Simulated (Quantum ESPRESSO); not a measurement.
# Collinear magnetic orders of MnCuAs with Quantum ESPRESSO, part 2 of 3

Does MnCuAs prefer parallel or opposed moments, or none?

Quantum ESPRESSO 7.5; PBE; plane waves with GBRV 1.5 PBE potentials, no spin-orbit coupling.

So far, absolute magnetization (μB): step 2 (run 1, typed as ferro ++) 7.73.

### Step 3. Run 2, typed as antiferro +−

Input file pw.in:

```
&CONTROL
  calculation = 'scf'
  prefix = 'pwscf'
  outdir = './tmp'
  pseudo_dir = './pseudo'
  disk_io = 'nowf'
/
&SYSTEM
  ibrav = 0
  celldm(1) = 8
  nat = 6
  ntyp = 4
  ecutwfc = 40
  ecutrho = 280
  nbnd = 50
  occupations = 'smearing'
  smearing = 'fd'
  degauss = 0.00367493
  nspin = 2
  starting_magnetization(1) = 0.2333
  starting_magnetization(2) = -0.2333
  starting_magnetization(3) = 0
  starting_magnetization(4) = 0
/
&ELECTRONS
  conv_thr = 1.2d-08
  electron_maxstep = 150
  mixing_beta = 0.3
/
ATOMIC_SPECIES
Mn1    54.9380 mn_pbe_v1.5.uspp.F.UPF
Mn2    54.9380 mn_pbe_v1.5.uspp.F.UPF
Cu     63.5460 cu_pbe_v1.2.uspp.F.UPF
As     74.9216 as_pbe_v1.uspp.F.UPF
CELL_PARAMETERS alat
   0.8738780988147    0.0000000000000    0.0000000000000
   0.0000000000000    0.8738780988147    0.0000000000000
   0.0000000000000    0.0000000000000    1.5137703088783
ATOMIC_POSITIONS crystal
Mn1     0.0000000000    0.5000000000    0.1640200000
Mn2     0.5000000000    0.0000000000    0.8359800000
Cu      0.0000000000    0.0000000000    0.5000000000
Cu      0.5000000000    0.5000000000    0.5000000000
As      0.0000000000    0.5000000000    0.7762460000
As      0.5000000000    0.0000000000    0.2237540000
K_POINTS automatic
8 8 8 0 0 0
```

Started as:

```bash
$ OMP_NUM_THREADS=1 mpirun -n 4 pw.x -nk 4 -in pw.in > pw.out
```

Log:

```text
[banner, memory and clock lines left out]
Program PWSCF v.7.5 starts

     Message from routine setup:
     using ibrav=0 with symmetry is DISCOURAGED, use correct ibrav instead

     bravais-lattice index     =            0
     lattice parameter (alat)  =       8.0000  a.u.
     unit-cell volume          =     591.8773 (a.u.)^3
     number of atoms/cell      =            6
     number of atomic types    =            4
     number of electrons       =        78.00
     number of Kohn-Sham states=           50
     kinetic-energy cutoff     =      40.0000  Ry
     charge density cutoff     =     280.0000  Ry
     scf convergence threshold =      1.2E-08
     mixing beta               =       0.3000
     number of iterations used =            8  plain     mixing
     Exchange-correlation= SLA  PW   PBE  PBE
                           (   1   4   3   4   0   0   0)

     celldm(1)=   8.000000  celldm(2)=   0.000000  celldm(3)=   0.000000
     celldm(4)=   0.000000  celldm(5)=   0.000000  celldm(6)=   0.000000

     crystal axes: (cart. coord. in units of alat)
               a(1) = (   0.873878   0.000000   0.000000 )
               a(2) = (   0.000000   0.873878   0.000000 )
               a(3) = (   0.000000   0.000000   1.513770 )

     reciprocal axes: (cart. coord. in units 2 pi/alat)
               b(1) = (  1.144324  0.000000  0.000000 )
               b(2) = (  0.000000  1.144324  0.000000 )
               b(3) = (  0.000000  0.000000  0.660602 )

     PseudoPot. # 1 for Mn read from file:
     mn_pbe_v1.5.uspp.F.UPF
     Pseudo is Ultrasoft + core correction, Zval = 15.0

     PseudoPot. # 2 for Mn read from file:
     mn_pbe_v1.5.uspp.F.UPF
     Pseudo is Ultrasoft + core correction, Zval = 15.0

     PseudoPot. # 3 for Cu read from file:
     cu_pbe_v1.2.uspp.F.UPF
     Pseudo is Ultrasoft + core correction, Zval = 19.0

     PseudoPot. # 4 for As read from file:
     as_pbe_v1.uspp.F.UPF
     Pseudo is Ultrasoft + core correction, Zval =  5.0

     atomic species   valence    mass     pseudopotential
     Mn1              15.00    54.93800     Mn( 1.00)
     Mn2              15.00    54.93800     Mn( 1.00)
     Cu               19.00    63.54600     Cu( 1.00)
     As                5.00    74.92160     As( 1.00)

     Starting magnetic structure
     atomic species   magnetization
     Mn1             0.233
     Mn2            -0.233
     Cu              0.000
     As              0.000

      8 Sym. Ops. (no inversion) found ( 4 have fractional translation)

   Cartesian axes

     site n.     atom                  positions (alat units)
         1        Mn1    tau(   1) = (   0.0000000   0.4369390   0.2482886  )
         2        Mn2    tau(   2) = (   0.4369390   0.0000000   1.2654817  )
         3        Cu     tau(   3) = (   0.0000000   0.0000000   0.7568852  )
         4        Cu     tau(   4) = (   0.4369390   0.4369390   0.7568852  )
         5        As     tau(   5) = (   0.0000000   0.4369390   1.1750581  )
         6        As     tau(   6) = (   0.4369390   0.0000000   0.3387122  )

     number of k points=    75  Fermi-Dirac smearing, width (Ry)=  0.0037
                       cart. coord. in units 2pi/alat
        k(    1) = (   0.0000000   0.0000000   0.0000000), wk =   0.0019531
        k(    2) = (   0.0000000   0.0000000   0.0825753), wk =   0.0039062
        k(    3) = (   0.0000000   0.0000000   0.1651506), wk =   0.0039062
        k(    4) = (   0.0000000   0.0000000   0.2477258), wk =   0.0039062
        k(    5) = (   0.0000000   0.0000000  -0.3303011), wk =   0.0019531
        [... 70 further k-points ...]

     Dense  grid:    47069 G-vectors     FFT dimensions: (  40,  40,  72)

     Smooth grid:    20229 G-vectors     FFT dimensions: (  30,  30,  50)

     Check: negative core charge=   -0.000023
     Generating pointlists ...
     new r_m :   0.2421 (alat units)  1.9371 (a.u.) for type    1
     new r_m :   0.2421 (alat units)  1.9371 (a.u.) for type    2
     new r_m :   0.2495 (alat units)  1.9958 (a.u.) for type    3
     new r_m :   0.2421 (alat units)  1.9371 (a.u.) for type    4

     Initial potential from superposition of free atoms

     starting charge      74.9993, renormalised to      78.0000
     Starting wfcs are   60 randomized atomic wfcs

     Self-consistent Calculation

     iteration #  1     ecut=    40.00 Ry     beta= 0.30
     Davidson diagonalization with overlap
     ethr =  1.00E-02,  avg # of iterations =  3.1

     total energy              =   -1305.47516897 Ry
     estimated scf accuracy    <      14.96976915 Ry

     total magnetization       =    -0.00 Bohr mag/cell
     absolute magnetization    =     4.00 Bohr mag/cell

     iteration #  2     ecut=    40.00 Ry     beta= 0.30
     Davidson diagonalization with overlap
     ethr =  1.00E-02,  avg # of iterations =  3.4

     total energy              =   -1303.26127783 Ry
     estimated scf accuracy    <     104.06995436 Ry

     total magnetization       =    -0.00 Bohr mag/cell
     absolute magnetization    =     0.48 Bohr mag/cell

     [... further iterations left out ...]

     iteration # 18     ecut=    40.00 Ry     beta= 0.30
     Davidson diagonalization with overlap
     ethr =  2.02E-11,  avg # of iterations =  2.0

     negative rho (up, down):  3.809E-05 3.808E-05

     total energy              =   -1310.55004807 Ry
     estimated scf accuracy    <       0.00000001 Ry

     total magnetization       =     0.00 Bohr mag/cell
     absolute magnetization    =     7.68 Bohr mag/cell

     iteration # 19     ecut=    40.00 Ry     beta= 0.30
     Davidson diagonalization with overlap
     ethr =  1.71E-11,  avg # of iterations =  1.3

     negative rho (up, down):  3.809E-05 3.809E-05

     Magnetic moment per site  (integrated on atomic sphere of radius R)
     atom   1 (R=0.242)  charge= 13.1558  magn=  3.3983
     atom   2 (R=0.242)  charge= 13.1558  magn= -3.3983
     atom   3 (R=0.249)  charge= 17.8122  magn=  0.0000
     atom   4 (R=0.249)  charge= 17.8122  magn=  0.0000
     atom   5 (R=0.242)  charge=  2.8165  magn=  0.0048
     atom   6 (R=0.242)  charge=  2.8165  magn= -0.0048

     End of self-consistent calculation

     Number of k-points >= 100: set verbosity='high' to print the bands.

     the Fermi energy is    13.7866 ev

!    total energy              =   -1310.55004807 Ry
     estimated scf accuracy    <          2.5E-09 Ry
     smearing contrib. (-TS)   =      -0.00090692 Ry
     internal energy E=F+TS    =   -1310.54914116 Ry

     The total energy is F=E-TS. E is the sum of the following terms:
     one-electron contribution =    -975.43127223 Ry
     hartree contribution      =     525.70620002 Ry
     xc contribution           =    -194.38298262 Ry
     ewald contribution        =    -666.44108633 Ry

     total magnetization       =    -0.00 Bohr mag/cell
     absolute magnetization    =     7.68 Bohr mag/cell

     convergence has been achieved in  19 iterations
```

Run time: 1.9 min. Hardware: 4 MPI ranks of Intel Xeon 6975P-C (Granite Rapids), shared host; peak memory 0.81 GiB.

Spin moment in the atom's sphere by atom:

| atom | spin moment in the atom's sphere (μB) |
| --- | --- |
| Mn1 | 3.40 |
| Mn2 | -3.40 |
| Cu3 | 0.00 |
| Cu4 | 0.00 |
| As5 | 0.00 |
| As6 | 0.00 |

This step gave:

```yaml
smearing_term_ts: 0.01234 eV
magnetization: 0 μB
absolute_magnetization: 7.675 μB
final_state: antiferromagnetic
```

Spin density in the ac plane at fractional y = 0.000, with atoms of Mn and Cu and As within 0.2 Å of it.

Ten even steps from '_' (-5.3 e/Å³) to '@' (0.0 e/Å³), each cell a mean:
```
@@@@@@@@@@@@@@@@@@@@@@@@@@@@
@@@@@@@@@@@@%%%%%%@@@@@@@@@@
@@@@@@@@@@##--::==%%@@@@@@@@
@@@@@@@@%%++..__::##@@@@@@@@
@@@@@@@@@@**--::==%%@@@@@@@@
@@@@@@@@@@%%##**##@@@@@@@@@@
@@@@@@@@@@@@@@@@@@@@@@@@@@@@
@@@@@@@@@@@@@@@@@@@@@@@@@@@@
@@@@@@@@@@@@@@@@@@@@@@@@@@@@
@@@@@@@@@@@@@@@@@@@@@@@@@@@@
@@@@@@@@@@@@@@@@@@@@@@@@@@@@
@@@@@@@@@@@@@@@@@@@@@@@@@@@@
@@@@@@@@@@@@@@@@@@@@@@@@@@@@
@@@@@@@@@@@@@@@@@@@@@@@@@@@@
@@@@@@@@@@@@@@@@@@@@@@@@@@@@
@@@@@@@@@@@@@@@@@@@@@@@@@@@@
@@@@@@@@@@@@@@@@@@@@@@@@@@@@
@@@@@@@@@@@@@@@@@@@@@@@@@@@@
@@@@@@@@@@@@@@@@@@@@@@@@@@@@
@@@@@@@@@@@@@@@@@@@@@@@@@@@@
@@@@@@@@@@@@@@@@@@@@@@@@@@@@
@@@@@@@@@@@@@@@@@@@@@@@@@@@@
@@@@@@@@@@@@@@@@@@@@@@@@@@@@
@@@@@@@@@@@@@@@@@@@@@@@@@@@@
```
Columns run along a (3.7 Å), rows up along c (6.4 Å). Atoms in or near the plane, at fractional coordinates: Mn at (0.50, 0.84), Cu at (0.00, 0.50), As at (0.50, 0.22).

Valence density in the ac plane at fractional y = 0.000, with atoms of Mn and Cu and As within 0.2 Å of it. It is the smooth field of the valence electrons, not physical close to the nuclei.

Values in e/Å³, 24 rows by 14 columns, each cell a mean:
```
 0  0  0  0  0  1  1  1  1  0  0  0  0  0
 0  0  0  0  0  1  4  5  3  1  0  0  0  0
 0  0  0  0  1  6 14 17 12  3  1  0  0  0
 0  0  0  0  2  9 17 11 16  5  1  0  0  0
 0  0  0  0  1  6 15 17 13  4  1  0  0  0
 0  0  0  0  1  2  6  8  5  1  0  0  0  0
 0  0  0  0  0  1  1  1  1  0  0  0  0  0
 0  0  0  0  0  0  0  0  0  0  0  0  0  0
 1  1  0  0  0  0  0  0  0  0  0  0  0  1
 4  3  1  0  0  0  0  0  0  0  0  0  1  3
32 16  3  1  0  0  0  0  0  0  0  1  6 20
68 32  5  1  0  0  0  0  0  0  0  1 10 42
42 21  4  1  0  0  0  0  0  0  0  1  7 27
11  6  2  0  0  0  0  0  0  0  0  1  2  7
 1  1  0  0  0  0  0  0  0  0  0  0  1  1
 0  0  0  0  0  0  1  1  1  0  0  0  0  0
 0  0  0  0  1  1  0  0  0  1  0  0  0  0
 0  0  0  0  1  0  0  1  0  0  1  0  0  0
 0  0  0  0  1  0  1  2  1  0  1  0  0  0
 0  0  0  0  1  0  0  1  0  0  1  0  0  0
 0  0  0  0  0  1  1  0  1  1  0  0  0  0
 0  0  0  0  0  0  1  1  1  0  0  0  0  0
 0  0  0  0  0  0  0  0  0  0  0  0  0  0
 0  0  0  0  0  0  0  0  0  0  0  0  0  0
```
Columns run along a (3.7 Å), rows up along c (6.4 Å). Atoms in or near the plane, at fractional coordinates: Mn at (0.50, 0.84), Cu at (0.00, 0.50), As at (0.50, 0.22).

### Step 4. Start 3: antiferro q=(0,0,1/2) +−+−

The cell is doubled to 12 atoms to hold this order. The wavevector q is in fractions of the reciprocal vectors of the crystal's primitive cell, as the cells of these inputs are built from it; moments change sign between cells as cos(2π q·R).

Input file pw.in:

```
&CONTROL
  calculation = 'scf'
  prefix = 'pwscf'
  outdir = './tmp'
  pseudo_dir = './pseudo'
  disk_io = 'nowf'
/
&SYSTEM
  ibrav = 0
  celldm(1) = 8
  nat = 12
  ntyp = 4
  ecutwfc = 40
  ecutrho = 280
  nbnd = 96
  occupations = 'smearing'
  smearing = 'fd'
  degauss = 0.00367493
  nspin = 2
  starting_magnetization(1) = 0.2333
  starting_magnetization(2) = -0.2333
  starting_magnetization(3) = 0
  starting_magnetization(4) = 0
/
&ELECTRONS
  conv_thr = 2.4d-08
  electron_maxstep = 150
  mixing_beta = 0.3
/
ATOMIC_SPECIES
Mn1    54.9380 mn_pbe_v1.5.uspp.F.UPF
Mn2    54.9380 mn_pbe_v1.5.uspp.F.UPF
Cu     63.5460 cu_pbe_v1.2.uspp.F.UPF
As     74.9216 as_pbe_v1.uspp.F.UPF
CELL_PARAMETERS alat
   0.8738780988147    0.0000000000000    0.0000000000000
   0.0000000000000    0.8738780988147    0.0000000000000
   0.0000000000000    0.0000000000000    3.0275406177566
ATOMIC_POSITIONS crystal
Mn1     0.0000000000    0.5000000000    0.0820100000
Mn2     0.0000000000    0.5000000000    0.5820100000
Mn1     0.5000000000    0.0000000000    0.4179900000
Mn2     0.5000000000    0.0000000000    0.9179900000
Cu      0.0000000000    0.0000000000    0.2500000000
Cu      0.0000000000    0.0000000000    0.7500000000
Cu      0.5000000000    0.5000000000    0.2500000000
Cu      0.5000000000    0.5000000000    0.7500000000
As      0.0000000000    0.5000000000    0.3881230000
As      0.0000000000    0.5000000000    0.8881230000
As      0.5000000000    0.0000000000    0.1118770000
As      0.5000000000    0.0000000000    0.6118770000
K_POINTS automatic
8 8 4 0 0 0
```

Log:

```text
     [... lines left out ...]
Program PWSCF v.7.5 starts
     [... lines left out ...]
     number of atoms/cell      =           12
     [... lines left out ...]
     number of electrons       =       156.00
     number of Kohn-Sham states=           96
     kinetic-energy cutoff     =      40.0000  Ry
     charge density cutoff     =     280.0000  Ry
     scf convergence threshold =      2.4E-08
     [... lines left out ...]
     16 Sym. Ops., with inversion, found (12 have fractional translation)
     [... lines left out ...]
     number of k points=    45  Fermi-Dirac smearing, width (Ry)=  0.0037
     [... lines left out ...]
     iteration # 22     ecut=    40.00 Ry     beta= 0.30
     [... lines left out ...]
     Magnetic moment per site  (integrated on atomic sphere of radius R)
     atom   1 (R=0.242)  charge= 13.1546  magn=  3.4152
     atom   2 (R=0.242)  charge= 13.1546  magn= -3.4152
     atom   3 (R=0.242)  charge= 13.1546  magn=  3.4152
     atom   4 (R=0.242)  charge= 13.1546  magn= -3.4152
     atom   5 (R=0.249)  charge= 17.8120  magn=  0.0365
     atom   6 (R=0.249)  charge= 17.8120  magn= -0.0365
     atom   7 (R=0.249)  charge= 17.8120  magn=  0.0365
     atom   8 (R=0.249)  charge= 17.8120  magn= -0.0365
     atom   9 (R=0.242)  charge=  2.8204  magn=  0.0174
     atom  10 (R=0.242)  charge=  2.8204  magn= -0.0174
     atom  11 (R=0.242)  charge=  2.8204  magn=  0.0174
     atom  12 (R=0.242)  charge=  2.8204  magn= -0.0174
     [... lines left out ...]
     the Fermi energy is    13.8111 ev
!    total energy              =   -2621.08980268 Ry
     estimated scf accuracy    <       0.00000002 Ry
     smearing contrib. (-TS)   =      -0.00298653 Ry
     [... lines left out ...]
     total magnetization       =     0.00 Bohr mag/cell
     absolute magnetization    =    15.54 Bohr mag/cell
     convergence has been achieved in  22 iterations
```

It took 5.8 min on 4 MPI ranks; peak memory 1.5 GiB.

Spin moment in the atom's sphere by atom:

| atom | spin moment in the atom's sphere (μB) |
| --- | --- |
| Mn1 | 3.42 |
| Mn2 | -3.42 |
| Mn3 | 3.42 |
| Mn4 | -3.42 |
| Cu5 | 0.04 |
| Cu6 | -0.04 |
| Cu7 | 0.04 |
| Cu8 | -0.04 |
| As9 | 0.02 |
| As10 | -0.02 |
| As11 | 0.02 |
| As12 | -0.02 |

Read from the output:

```
smearing term TS       : 0.04063 eV
magnetization          : 0 μB
absolute magnetization : 15.54 μB
final state            : antiferromagnetic
```

### Step 5. Run 4 (antiferro q=(0,1/2,0) +−+−)

The cell is doubled to 12 atoms to hold this order.

Input file pw.in:

```
&CONTROL
  calculation = 'scf'
  prefix = 'pwscf'
  outdir = './tmp'
  pseudo_dir = './pseudo'
  disk_io = 'nowf'
/
&SYSTEM
  ibrav = 0
  celldm(1) = 8
  nat = 12
  ntyp = 4
  ecutwfc = 40
  ecutrho = 280
  nbnd = 96
  occupations = 'smearing'
  smearing = 'fd'
  degauss = 0.00367493
  nspin = 2
  starting_magnetization(1) = 0.2333
  starting_magnetization(2) = -0.2333
  starting_magnetization(3) = 0
  starting_magnetization(4) = 0
/
&ELECTRONS
  conv_thr = 2.4d-08
  electron_maxstep = 150
  mixing_beta = 0.3
/
ATOMIC_SPECIES
Mn1    54.9380 mn_pbe_v1.5.uspp.F.UPF
Mn2    54.9380 mn_pbe_v1.5.uspp.F.UPF
Cu     63.5460 cu_pbe_v1.2.uspp.F.UPF
As     74.9216 as_pbe_v1.uspp.F.UPF
CELL_PARAMETERS alat
   0.8738780988147    0.0000000000000    0.0000000000000
   0.0000000000000    1.7477561976295    0.0000000000000
   0.0000000000000    0.0000000000000    1.5137703088783
ATOMIC_POSITIONS crystal
Mn1     0.0000000000    0.2500000000    0.1640200000
Mn2     0.0000000000    0.7500000000    0.1640200000
Mn1     0.5000000000    0.0000000000    0.8359800000
Mn2     0.5000000000    0.5000000000    0.8359800000
Cu      0.0000000000    0.0000000000    0.5000000000
Cu      0.0000000000    0.5000000000    0.5000000000
Cu      0.5000000000    0.2500000000    0.5000000000
Cu      0.5000000000    0.7500000000    0.5000000000
As      0.0000000000    0.2500000000    0.7762460000
As      0.0000000000    0.7500000000    0.7762460000
As      0.5000000000    0.0000000000    0.2237540000
As      0.5000000000    0.5000000000    0.2237540000
K_POINTS automatic
8 4 8 0 0 0
```

Log:

```text
     [... lines left out ...]
Program PWSCF v.7.5 starts
     [... lines left out ...]
     number of atoms/cell      =           12
     [... lines left out ...]
     number of electrons       =       156.00
     number of Kohn-Sham states=           96
     kinetic-energy cutoff     =      40.0000  Ry
     charge density cutoff     =     280.0000  Ry
     scf convergence threshold =      2.4E-08
     [... lines left out ...]
      4 Sym. Ops., with inversion, found ( 2 have fractional translation)
     [... lines left out ...]
     number of k points=    90  Fermi-Dirac smearing, width (Ry)=  0.0037
     [... lines left out ...]
     iteration # 20     ecut=    40.00 Ry     beta= 0.30
     [... lines left out ...]
     Magnetic moment per site  (integrated on atomic sphere of radius R)
     atom   1 (R=0.242)  charge= 13.1620  magn=  3.4026
     atom   2 (R=0.242)  charge= 13.1620  magn= -3.4026
     atom   3 (R=0.242)  charge= 13.1620  magn=  3.4026
     atom   4 (R=0.242)  charge= 13.1620  magn= -3.4026
     atom   5 (R=0.249)  charge= 17.8114  magn=  0.0185
     atom   6 (R=0.249)  charge= 17.8113  magn= -0.0185
     atom   7 (R=0.249)  charge= 17.8114  magn=  0.0185
     atom   8 (R=0.249)  charge= 17.8113  magn= -0.0185
     atom   9 (R=0.242)  charge=  2.8196  magn= -0.0050
     atom  10 (R=0.242)  charge=  2.8195  magn=  0.0050
     atom  11 (R=0.242)  charge=  2.8196  magn= -0.0050
     atom  12 (R=0.242)  charge=  2.8195  magn=  0.0050
     [... lines left out ...]
     the Fermi energy is    13.7028 ev
!    total energy              =   -2621.05512929 Ry
     estimated scf accuracy    <       0.00000002 Ry
     smearing contrib. (-TS)   =      -0.00342754 Ry
     [... lines left out ...]
     total magnetization       =     0.00 Bohr mag/cell
     absolute magnetization    =    15.23 Bohr mag/cell
     convergence has been achieved in  20 iterations
```

Wall time 11 min (4 MPI ranks); peak memory 2.2 GiB.

This step gave:

```
smearing term TS       : 0.04663 eV
magnetization          : 0 μB
absolute magnetization : 15.23 μB
final state            : antiferromagnetic
largest moment         : 3.403 μB
```

(Continued in part 3 of 3.)

[Logs and program files are shortened in this print: banners, set-up blocks, solver, clock and traceback lines can be left out without a mark of their own.]

[Logs are printed without paths, hosts, clocks, repeated set-up lines and the standing remarks that a program may print on its own settings, such as how far it seeks lower states.]

[Hosts, paths, dates, database ids (printed as entryN), source tags and the programs' standing remarks are cut or masked in the printed files.]

[Where a cell is said to come from a database of computed structures, the database is the Materials Project.]
